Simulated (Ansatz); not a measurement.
# BaTiO3 (Barioperovskite): a band-gap study from LDA to G0W0 at the band limit

Wanted: the gap of BaTiO3 (Barioperovskite) by functionals, hybrids and G0W0, carried to the basis limit, with what remains uncertain.

Main program and level: Ansatz 0.2.0; density functionals, hybrids, G0W0, plane waves, PAW.

In doubt: the elements are of a kind flagged for part-filled d or f shells, though by formal charges that shell is empty here, so the flag may not apply.

## Step 1: Starting point

Symmetry: Amm2, No. 38, orthorhombic system. The conventional cell has a = 3.986 Å, b = 5.674 Å, c = 5.690 Å, α = 90.00°, β = 90.00°, γ = 90.00°. Ba has 12 O at 2.77 to 2.92 Å nearest. Nearest to Ti lie 6 O at 1.93 to 2.09 Å. O has 2 Ti at 2.00 Å and 4 Ba at 2.77 to 2.92 Å nearest. O has 2 Ti at 1.93 to 2.09 Å and 4 Ba at 2.81 to 2.84 Å nearest. Farther neighbours and most contacts between anions are not listed.

The cell and positions come from the Crystallography Open Database and are kept as given unless a step says otherwise. Spin-orbit coupling is left out unless a step names it.

## Step 2: LDA bands

Levels along a band path, at the cheap level, show where the edges lie and whether the meshes to come will hold them.

This step: DFT, LDA, plane waves, PAW; PAW set soft_1.

Contents of input.yaml:

```yaml
crystal:
  lattice:
    - [3.9855, 0.0, 0.0]
    - [0.0, 2.8369, 2.84515]
    - [0.0, -2.8369, 2.84515]
  atoms:
    - { symbol: Ba, position: [0.0, 0.0, 0.0] }
    - { symbol: Ti, position: [0.5, 0.5124, 0.5124] }
    - { symbol: O, position: [0.0, 0.4874, 0.4874] }
    - { symbol: O, position: [0.5, 0.50524, 0.99184] }
    - { symbol: O, position: [0.5, 0.99184, 0.50524] }
kpoints:
  mp_grid: { grid: [6, 6, 6] }
  band_path:
    path:
      - [[0.0, 0.0, 0.0], [0.0, 0.5, 0.5], [0.0, 0.50144773, 0.49855227]]
      - [[0.0, 0.49855227, -0.49855227], [0.0, 0.0, 0.0], [0.5, 0.0, 0.0], [0.5, 0.49855227, -0.49855227]]
      - [[0.5, 0.50144773, 0.49855227], [0.5, 0.5, 0.5], [0.0, 0.5, 0.5]]
      - [[0.0, 0.0, 0.0], [0.0, 0.5, 0.0], [0.5, 0.5, 0.0], [0.5, 0.0, 0.0], [0.5, 0.5, 0.5]]
    npoints: 10
hamiltonian:
  xc: lda
  pseudopotentials: { kind: paw, azcp: { folder: soft_1 }, xc_functional: pbe }
scf:
  occupations: { method: fermi_dirac, width: 0.02 }
  n_extra_bands: 5
output:
  eigenvalues: true
  write_density: true
  write_potential: true
  elf: true
  volumetric_format: npy
```

Command:

```bash
$ ansatz run input.yaml --threads 4 --pin off --max-ram 138240MiB --backend cuda --events-out ev --progress --plain --runs-dir out --devices 1 --max-vram 26GiB
```

Numbers of over 12 decimals in the logs are rounded to 6 here.

What it wrote:

```text
scf.n_extra_bands = 5 over 20 filled bands (N_el = 40.0): the run solves 25 bands
GPUs: using 1 of 1 available (devices: 1).
Engine: ansatz 0.2.0, x86_64-unknown-linux-gnu
Pseudopotentials: kind: paw
Pseudopotential: Ba, paw, valence charge 10, recommended cutoff 420 eV (normal), soft_1/Ba.paw.azcp
Pseudopotential: Ti, paw, valence charge 12, recommended cutoff 420 eV (normal), soft_1/Ti.paw.azcp
Pseudopotential: O, paw, valence charge 6, recommended cutoff 420 eV (normal), soft_1/O.paw.azcp
Functional definition: SPW92
  exchange = slater_x
  correlation = pw_c
device memory: the entry about to start is reckoned to put 1.8 GiB on a device that reports 44.8 GiB free (of which the cap on the GPU budget leaves the run 26.0 GiB)
GPU FFT provider: cuFFT
GPU libraries: cuBLAS 13.8.2, cuFFT 12.4.0, cuSOLVER 12.3.4
Crystal: 5 atoms, lattice volume = 64.337 Å³
Basis set: ecut = 420 eV, 1249 PW (Γ)
Bands: 25, of which v1, the nominal top of the filled ones, is band 20 counted from 1 (19 counted from 0)
Symmetry: 4 space group operations
Space group: Amm2 (ITA 38), of the structure as read, at distance tolerance 4.0e-5 Å
k-points: 52 of 216 (time reversal used)
Non-local potential: Ba, projectors of the file, l = 0: 3, l = 1: 2, l = 2: 2, l = 3: 2
Non-local potential: Ti, projectors of the file, l = 0: 3, l = 1: 2, l = 2: 3, l = 3: 1
Non-local potential: O, projectors of the file, l = 0: 2, l = 1: 2, l = 2: 1
PAW form: soft (Blöchl's): semilocal exchange-correlation on the pseudo side does not see the compensation charge
PAW frozen core: Ba, regenerated for the run's functional, and the local potential with it (the file was generated under x = pbe(κ = 0.804, μ = 0.219515), c = pbe(β = 0.066725))
PAW frozen core: Ti, regenerated for the run's functional, and the local potential with it (the file was generated under x = pbe(κ = 0.804, μ = 0.219515), c = pbe(β = 0.066725))
PAW frozen core: O, regenerated for the run's functional, and the local potential with it (the file was generated under x = pbe(κ = 0.804, μ = 0.219515), c = pbe(β = 0.066725))
PAW one-centre angular grid: Ba, 194 points (default); XC on 64 Gauss nodes
PAW one-centre angular grid: Ti, 590 points (default); XC on 64 Gauss nodes
PAW one-centre angular grid: O, 110 points (default); XC on 64 Gauss nodes
Initial density: superposition of atomic densities (chi_scale 0.1, normalization cell, long waves kept (reshape's long-wave potential 0.00 eV rms))
Initial wavefunctions: pseudopotential atomic-orbital guess
GPU buffer pool allocated for 19683 grid points (all kernels)
GPU transforms: local potential and band sums: pruned to the plane-wave sphere, on 27×27×27
Functional: x = slater, c = lda
SCF iter   1: F=—  HF=-9905.095976 eV  |F-HF|=—  |Δ(HF+E_count)|=         —  Δρ=5.70e-2  dr2=2.16e0  ethr=3.10e-3  ⟨swp⟩=8.8  Hψ=6813  notcnv=0
preconditioner: auto → Resta (q_TF=auto, 2.521 Å⁻¹)  ε∞=5.9  [insulator: Δε(μ)=2.146 eV  Ē_g=11.409 eV  σ=0.020 eV  W_gap=1.00  n_scr=18 (ndim 8)  ℏωp=25.4 eV  f_vac=0.000  D(μ)=0.00/eV (n_scr^D=0)  ε∞_Penn≈5.9]
SCF iter   2: F=—  HF=-9904.675393 eV  |F-HF|=—  |Δ(HF+E_count)|=   4.21e-1  Δρ=2.54e-2  dr2=6.39e-1  ethr=3.10e-3  ⟨swp⟩=2.2  Hψ=2389  notcnv=0  defer=52
SCF iter   3: F=—  HF=-9904.556821 eV  |F-HF|=—  |Δ(HF+E_count)|=   1.19e-1  Δρ=7.94e-3  dr2=6.93e-2  ethr=1.60e-3  ⟨swp⟩=2.2  Hψ=2110  notcnv=0  defer=52
SCF iter   4: F=—  HF=-9904.536542 eV  |F-HF|=—  |Δ(HF+E_count)|=   2.03e-2  Δρ=1.80e-3  dr2=1.75e-3  ethr=1.73e-4  ⟨swp⟩=2.1  Hψ=2511  notcnv=0  defer=52
SCF iter   5: F=—  HF=-9904.536518 eV  |F-HF|=—  |Δ(HF+E_count)|=   2.44e-5  Δρ=3.26e-4  dr2=6.79e-5  ethr=4.36e-6  ⟨swp⟩=2.6  Hψ=2463  notcnv=0  defer=52
SCF iter   6: F=—  HF=-9904.536710 eV  |F-HF|=—  |Δ(HF+E_count)|=   1.92e-4  Δρ=6.09e-5  dr2=2.32e-6  ethr=1.70e-7  ⟨swp⟩=2.1  Hψ=1869  notcnv=0  defer=52
SCF iter   7: F=-9904.536710 eV  HF=-9904.536710 eV  |F-HF|=3.60e-8  |Δ(HF+E_count)|=   2.57e-7  Δρ=1.16e-5  dr2=6.72e-8  ethr=2.50e-10  ⟨swp⟩=7.8  Hψ=5280  notcnv=0
SCF 1 converged in 7 iterations: F = -9904.536710 eV  dr2 = 6.72e-8
[...]
device memory: the entry about to start is reckoned to put 2.7 GiB on a device that reports 44.8 GiB free (of which the cap on the GPU budget leaves the run 26.0 GiB)
NSCF: frozen V_eff on 114 k-points, pencils in batches of 32, up to order 112
SCF converged after 7 iterations
Free energy (F): -9904.536710 eV
Harris-Foulkes:  -9904.536710 eV  (|F-HF|=3.60e-8)
Internal energy: -9904.536710 eV  (E = F + TS)
E sigma→0 (E₀):  -9904.536710 eV
Fermi energy:    10.770295 eV
--- Per-component energies (eV) ---
  E_band       = -153.116848
  E_kinetic    = 940.984610
  E_local      = -2186.953609  (includes V_loc(G=0)·N_el)
  E_nonlocal   = 320.224531
  E_hartree    = 834.116640
  E_xc         = -525.730665
  E_vxc        = -548.850929  (∫ρ·V_xc dr)
  E_paw        = -6472.822772  (= ΣΔE_a)
  E_vpaw       = -346.763383  (= ΣTr[D̂ρ^β])
  E_aug_tail   = 0.002247  (compensation charges beyond the density's cutoff)
  E_ewald      = -2815.256928
  E_core_change = 0.899235  (= ΣΔE_core)
  E_smearing   = -0.000000  (= −TS)
  E_closure    = -0.000000  (closes the sum)
  Σ components = -9904.536710   (vs F -9904.536710, Δ=0.00e0)
--- Band table (eV; the first three rows and the last of 52) ---
  k-point 0: bands = [... 16 lower, 8.7177, 9.5266, 9.6368, 9.6826, 11.6709, 11.7342, 11.8982, 13.9526, ... 1 higher]
  k-point 1: bands = [... 16 lower, 8.5599, 9.0641, 9.3879, 9.5117, 11.7922, 12.1990, 12.2725, 13.9871, ... 1 higher]
  k-point 2: bands = [... 16 lower, 8.2074, 8.3040, 9.1579, 9.2498, 11.8655, 13.0100, 13.0526, 13.9866, ... 1 higher]
  k-point 51: bands = [... 16 lower, 7.5047, 9.7928, 9.8316, 9.8414, 14.0257, 14.0672, 14.0786, 16.5051, ... 1 higher]
```

The job ended after 7.5 s (1 × NVIDIA H100 80GB HBM3 (shared by 3 runs) with 4 threads of AMD EPYC 7R13 (Zen 3), shared host; peak memory 0.93 GiB).

This step gave:

```yaml
filled_bands: 20
gap: 1.830 eV
valence_top_at: A_0
conduction_bottom_at: Γ
least_direct_gap: 1.988 eV
```

The gap is indirect, with the least direct gap 0.16 eV higher.

Electronic bands along the path, in eV, zero at the top of the highest nominally filled band:

| point | band 17 | band 18 | band 19 | band 20 | band 21 | band 22 | band 23 | band 24 |
| --- | --- | --- | --- | --- | --- | --- | --- | --- |
| Γ | -1.12 | -0.31 | -0.20 | -0.16 | 1.83 | 1.89 | 2.06 | 4.11 |
| halfway | -1.49 | -1.01 | -0.99 | -0.47 | 2.84 | 2.86 | 3.11 | 4.70 |
| Y | -1.64 | -0.87 | -0.83 | -0.10 | 3.56 | 3.62 | 3.97 | 4.98 |
| halfway | -1.64 | -0.87 | -0.83 | -0.10 | 3.56 | 3.62 | 3.97 | 4.98 |
| C0 | -1.64 | -0.87 | -0.83 | -0.10 | 3.56 | 3.62 | 3.97 | 4.98 |
| jump to Σ0 | -1.64 | -0.87 | -0.83 | -0.10 | 3.56 | 3.62 | 3.97 | 4.98 |
| halfway | -1.44 | -1.05 | -0.96 | -0.49 | 2.71 | 2.97 | 3.10 | 4.70 |
| Γ | -1.12 | -0.31 | -0.20 | -0.16 | 1.83 | 1.89 | 2.06 | 4.11 |
| halfway | -1.56 | -1.20 | -0.49 | -0.49 | 1.93 | 2.75 | 2.80 | 4.11 |
| Z | -1.82 | -1.73 | -0.79 | -0.74 | 2.01 | 3.52 | 3.60 | 4.09 |
| halfway | -2.17 | -0.92 | -0.59 | -0.52 | 3.32 | 3.74 | 3.82 | 5.94 |
| A0 | -2.34 | -0.05 | -0.01 | 0.00 | 4.18 | 4.23 | 4.24 | 6.66 |
| jump to E0 | -2.34 | -0.05 | -0.01 | 0.00 | 4.18 | 4.23 | 4.24 | 6.66 |
| halfway | -2.34 | -0.05 | -0.01 | 0.00 | 4.18 | 4.23 | 4.24 | 6.66 |
| T | -2.34 | -0.05 | -0.01 | 0.00 | 4.18 | 4.23 | 4.24 | 6.66 |
| halfway | -2.37 | -0.52 | -0.50 | -0.07 | 3.84 | 3.87 | 4.10 | 6.27 |
| Y | -1.64 | -0.87 | -0.83 | -0.10 | 3.56 | 3.62 | 3.97 | 4.98 |
| jump to Γ | -1.12 | -0.31 | -0.20 | -0.16 | 1.83 | 1.89 | 2.06 | 4.11 |
| halfway | -1.45 | -1.22 | -0.57 | -0.47 | 1.99 | 2.78 | 2.83 | 4.15 |
| S | -1.85 | -1.68 | -0.78 | -0.70 | 2.06 | 3.55 | 3.57 | 4.14 |
| halfway | -1.35 | -1.34 | -1.01 | -0.48 | 2.82 | 3.56 | 3.66 | 4.74 |
| R | -1.70 | -0.85 | -0.84 | -0.05 | 3.58 | 3.59 | 3.98 | 4.84 |
| halfway | -1.38 | -1.36 | -1.06 | -0.48 | 2.83 | 3.57 | 3.69 | 4.70 |
| Z | -1.82 | -1.73 | -0.79 | -0.74 | 2.01 | 3.52 | 3.60 | 4.09 |
| halfway | -2.17 | -0.92 | -0.56 | -0.52 | 3.34 | 3.77 | 3.79 | 5.94 |
| T | -2.34 | -0.05 | -0.01 | 0.00 | 4.18 | 4.23 | 4.24 | 6.66 |

Valence density in the ac plane of the conventional cell at fractional y = 0.000, with atoms of Ba and Ti and O within 0.2 Å of it. It is the smooth field of the valence electrons, not physical close to the nuclei.

Ten steps, logarithmic in the rise over the least value, from '_' (0 e/Å³) to '@' (11 e/Å³), each cell a mean:
```
====++==::..______..--++++==
++++++==::..______..--==++++
++====::..________..::--==++
----::................::::--
......____..........__......
............::::::..........
----::..::--++++++--..::::--
**++==--==**%%%%##++----==**
%%##++==++%%@@@@@@##====**%%
@@%%**==++%%@@@@@@##==++##%%
%%##++--==**%%%%##++--==**%%
**++==::::--++++==--::--==++
----::......::::::......::--
::....____........____......
::::....______..______..::::
====--::..__________..::--==
++++==--..________..::==++++
==++++==::..______..--++++++
--==++==--..______..--++++==
```
Columns run along a (4.0 Å), rows up along c (5.7 Å), edges of the conventional cell, whose origin can differ from the input's. Atoms in or near the plane, at fractional coordinates: Ba at (0.00, 0.00), Ti at (0.50, 0.51), O at (0.00, 0.49).

Electrostatic potential energy in the ac plane of the conventional cell at fractional y = 0.000, with atoms of Ba and Ti and O within 0.2 Å of it. With pseudopotentials it is smooth inside the atoms' cores, unlike the true potential.

Values in eV, 19 rows by 14 columns, each cell a mean:
```
-47 -46 -34 -11   5  11  13  13  12   9   0 -21 -40 -47
-42 -36 -21  -3   7  12  14  14  13  10   4 -10 -28 -39
-20 -15  -5   5  10  13  14  14  14  12   8   1  -9 -18
  1   3   6  10  12  13  14  14  14  13  11   9   5   2
 10  11  11  12  12  12  12  12  12  12  12  12  11  10
 13  14  13  12  10   7   4   3   5   9  11  13  13  14
 12  13  13  11   4  -7 -16 -18 -13  -2   8  12  13  13
-10  -2   9   8  -6 -22 -30 -31 -28 -17   1  10   6  -6
-30 -22  -3   5 -14 -29 -34 -34 -32 -24  -5   5 -12 -26
-41 -28 -10   4 -14 -29 -34 -34 -32 -24  -5   2 -19 -34
-28 -21  -2   8  -6 -22 -30 -31 -27 -16   2   7 -10 -25
 -8   1  11  11   5  -6 -15 -18 -12  -2   8  12   8  -4
 12  13  14  13  10   7   4   3   5   9  12  13  14  13
 12  13  13  13  13  12  12  11  12  12  13  13  13  12
  6   7   9  11  13  14  14  14  14  13  12  11   9   7
-10  -6   1   8  11  13  14  14  14  13  10   5  -2  -8
-34 -27 -14   1   9  12  14  14  13  11   6  -5 -20 -31
-46 -43 -29  -8   6  11  13  14  13   9   1 -17 -36 -45
-47 -47 -37 -13   4  10  13  14  12   8  -2 -24 -43 -47
```
Columns run along a (4.0 Å; values clipped at the 3rd and 97th percentile), rows up along c (5.7 Å), edges of the conventional cell, whose origin can differ from the input's. Atoms in or near the plane, at fractional coordinates: Ba at (0.00, 0.00), Ti at (0.50, 0.51), O at (0.00, 0.49).

## Step 3: LDA+SOC

Spin-orbit coupling can split or shift the edges; a non-collinear run measures by how much.

This step: DFT, LDA with spin-orbit coupling, plane waves, PAW; PAW set soft_1.

input.yaml, the sections that differ from step 2:

```yaml
kpoints:
  mp_grid: { grid: [6, 6, 6] }
  band_path:
    path:
      - [0.0, 0.0, 0.0]
      - [0.0, 0.5, 0.5]
      - [0.5, 0.0, 0.0]
      - [0.5, 0.49855227, -0.49855227]
      - [0.5, 0.50144773, 0.49855227]
    npoints: 1
hamiltonian:
  xc: lda
  pseudopotentials: { kind: paw_fr, azcp: { folder: soft_1 }, xc_functional: pbe }
scf:
  occupations: { method: fixed }
  n_extra_bands: 10
magnetization:
  noncollinear: true
  spin_orbit: true
# crystal, output: as in step 2
```

What it wrote:

```text
[...]
GPUs: using 1 of 1 available (devices: 1).
[...]
non-collinear run that drives no moment, with spin-orbit: no starting moment large enough to seed its density (crystal.atoms[].spin), no starting occupations that ask for one, no magnetisation constraint and no magnetic field, so the semilocal B_xc is pinned to zero
[...]
GPU FFT provider: cuFFT
[...]
k-point 0: bands = [... 36 lower, 9.6424, 9.6424, 9.7140, 9.7140, 11.6673, 11.6673, 11.7331, 11.7331, ... 6 higher]
  k-point 1: bands = [... 36 lower, 9.3775, 9.3874, 9.5175, 9.5329, 11.7889, 11.7911, 12.1925, 12.1991, ... 6 higher]
  k-point 2: bands = [... 36 lower, 9.1498, 9.1509, 9.2533, 9.2563, 11.8632, 11.8639, 13.0027, 13.0074, ... 6 higher]
  k-point 51: bands = [... 36 lower, 9.8279, 9.8279, 9.8421, 9.8421, 14.0235, 14.0235, 14.0648, 14.0648, ... 6 higher]
[key lines of the parts left out:]
SCF converged after 9 iterations
Magnetization: |M| = 0.0000 μB,  M = (+0.0000, +0.0000, +0.0000) μB
Free energy (F): -9909.195682 eV
Fermi energy:    9.842120 eV
```

Wall time 19 s (1 × NVIDIA H100 80GB HBM3 (shared by 3 runs) with 4 threads); peak memory 1.1 GiB.

Numbers from this step:

- gap: 1.825 eV
- valence top at: A_0
- conduction bottom at: Γ
- least direct gap: 1.953 eV

The gap is that of LDA.

## Step 4: HSE06

HSE06 mixes in a quarter of exact exchange at short range. Exchange couples all pairs of k points, which makes a full band path dear, so levels are read on the mesh and at chosen points.

This step: DFT, HSE06, plane waves, PAW; PAW set soft_1.

Edit input.yaml of step 3 so:

```diff
@@ -12,3 +12,3 @@
 kpoints:
-  mp_grid: { grid: [6, 6, 6] }
+  mp_grid: { grid: [4, 4, 4] }
   band_path:
@@ -22,15 +22,8 @@
 hamiltonian:
-  xc: lda
-  pseudopotentials: { kind: paw_fr, azcp: { folder: soft_1 }, xc_functional: pbe }
+  xc: hse06
+  pseudopotentials: { kind: paw, azcp: { folder: soft_1 } }
 scf:
   occupations: { method: fixed }
-  n_extra_bands: 10
-magnetization:
-  noncollinear: true
-  spin_orbit: true
+  n_extra_bands: 5
 output:
   eigenvalues: true
-  write_density: true
-  write_potential: true
-  elf: true
-  volumetric_format: npy
```

What it wrote:

```text
[...]
GPUs: using 1 of 1 available (devices: 1).
[...]
davidson cushion auto → on  (no smearing: the cushion is to keep the highest requested band from converging to the state above it; pin scf.eigensolver.cushion to override)
[...]
GPU FFT provider: cuFFT
GPU libraries: cuBLAS 13.8.2, cuFFT 12.4.0, cuSOLVER 12.3.4
Crystal: 5 atoms, lattice volume = 64.337 Å³
Basis set: ecut = 420 eV, 1249 PW (Γ)
[...]
Fermi energy:    9.203120 eV
[...]
--- Band table (eV; the first three rows and the last of 21) ---
  k-point 0: bands = [... 16 lower, 8.0128, 8.9197, 9.0013, 9.0463, 12.5161, 12.5759, 12.7237, 14.6429, ... 1 higher]
  k-point 1: bands = [... 16 lower, 7.7071, 7.9252, 8.6264, 8.7160, 12.6776, 13.5000, 13.5570, 14.6806, ... 1 higher]
  k-point 2: bands = [... 16 lower, 7.2820, 7.4773, 8.3769, 8.4437, 12.7518, 14.3583, 14.3881, 14.6774, ... 1 higher]
  k-point 20: bands = [... 16 lower, 6.7426, 9.1507, 9.1901, 9.2031, 15.0931, 15.1458, 15.1610, 17.5077, ... 1 higher]
[key lines of the parts left out:]
Free energy (F): -10163.600678 eV
```

It took 23 s on 1 × NVIDIA H100 80GB HBM3 (shared by 3 runs) with 4 threads; peak memory 1.2 GiB.

Numbers from this step:

| Quantity | Value |
| --- | --- |
| gap | 3.313 eV |
| valence top at | A_0 |
| conduction bottom at | Γ |
| least direct gap | 3.470 eV |

The gap stands +1.48 eV against LDA.

## Step 5: HSE06+SOC

This step: DFT, HSE06 with spin-orbit coupling, plane waves, PAW; PAW set soft_1.

Edit input.yaml of step 4 so:

```diff
@@ -23,6 +23,9 @@
   xc: hse06
-  pseudopotentials: { kind: paw, azcp: { folder: soft_1 } }
+  pseudopotentials: { kind: paw_fr, azcp: { folder: soft_1 } }
 scf:
   occupations: { method: fixed }
-  n_extra_bands: 5
+  n_extra_bands: 10
+magnetization:
+  noncollinear: true
+  spin_orbit: true
 output:
```

What it wrote:

```text
[...]
GPUs: using 1 of 1 available (devices: 1).
[...]
GPU FFT provider: cuFFT
GPU libraries: cuBLAS 13.8.2, cuFFT 12.4.0, cuSOLVER 12.3.4
Crystal: 5 atoms, lattice volume = 64.337 Å³
Basis set: ecut = 420 eV, 1249 PW (Γ)
Bands: 50, of which v1, the nominal top of the filled ones, is band 40 counted from 1 (39 counted from 0)
Symmetry: 4 space group operations + 4 with time reversal
[...]
--- Band table (eV; the first three rows and the last of 21) ---
  k-point 0: bands = [... 36 lower, 9.0194, 9.0194, 9.0843, 9.0843, 12.5118, 12.5118, 12.5748, 12.5748, ... 6 higher]
  k-point 1: bands = [... 36 lower, 8.6113, 8.6167, 8.7271, 8.7345, 12.6749, 12.6758, 13.4919, 13.4992, ... 6 higher]
  k-point 2: bands = [... 36 lower, 8.3695, 8.3695, 8.4472, 8.4472, 12.7496, 12.7496, 14.3509, 14.3509, ... 6 higher]
  k-point 20: bands = [... 36 lower, 9.1870, 9.1870, 9.2045, 9.2045, 15.0902, 15.0902, 15.1425, 15.1425, ... 6 higher]
[key lines of the parts left out:]
Magnetization: |M| = 0.0000 μB,  M = (+0.0000, +0.0000, +0.0000) μB
Free energy (F): -10161.861846 eV
Fermi energy:    9.204508 eV
```

The job ended after 52 s (1 × NVIDIA H100 80GB HBM3 (shared by 3 runs) with 4 threads; peak memory 1.9 GiB; 85 s of CPU time).

Numbers from this step:

* gap: 3.307 eV
* valence top at: A_0
* conduction bottom at: Γ
* least direct gap: 3.428 eV

The gap stands −0.01 eV against HSE06.

(Continued in part 2 of 2.)

[Paths, hosts, dates, memory and timing lines, banners, echoed tables and standing remarks are left out of the program output.]

[Logs are printed without paths, hosts, clocks, repeated set-up lines and the standing remarks that a program may print on its own settings, such as how far it seeks lower states.]

[Runs of the session that timed out or met a known fault of the program may be left out.]

[Cells called generated may have been cut or substituted from an entry of the Crystallography Open Database or the Materials Project.]

[Hosts, paths, dates, database ids (printed as entryN), source tags and the programs' standing remarks are cut or masked in the printed files.]
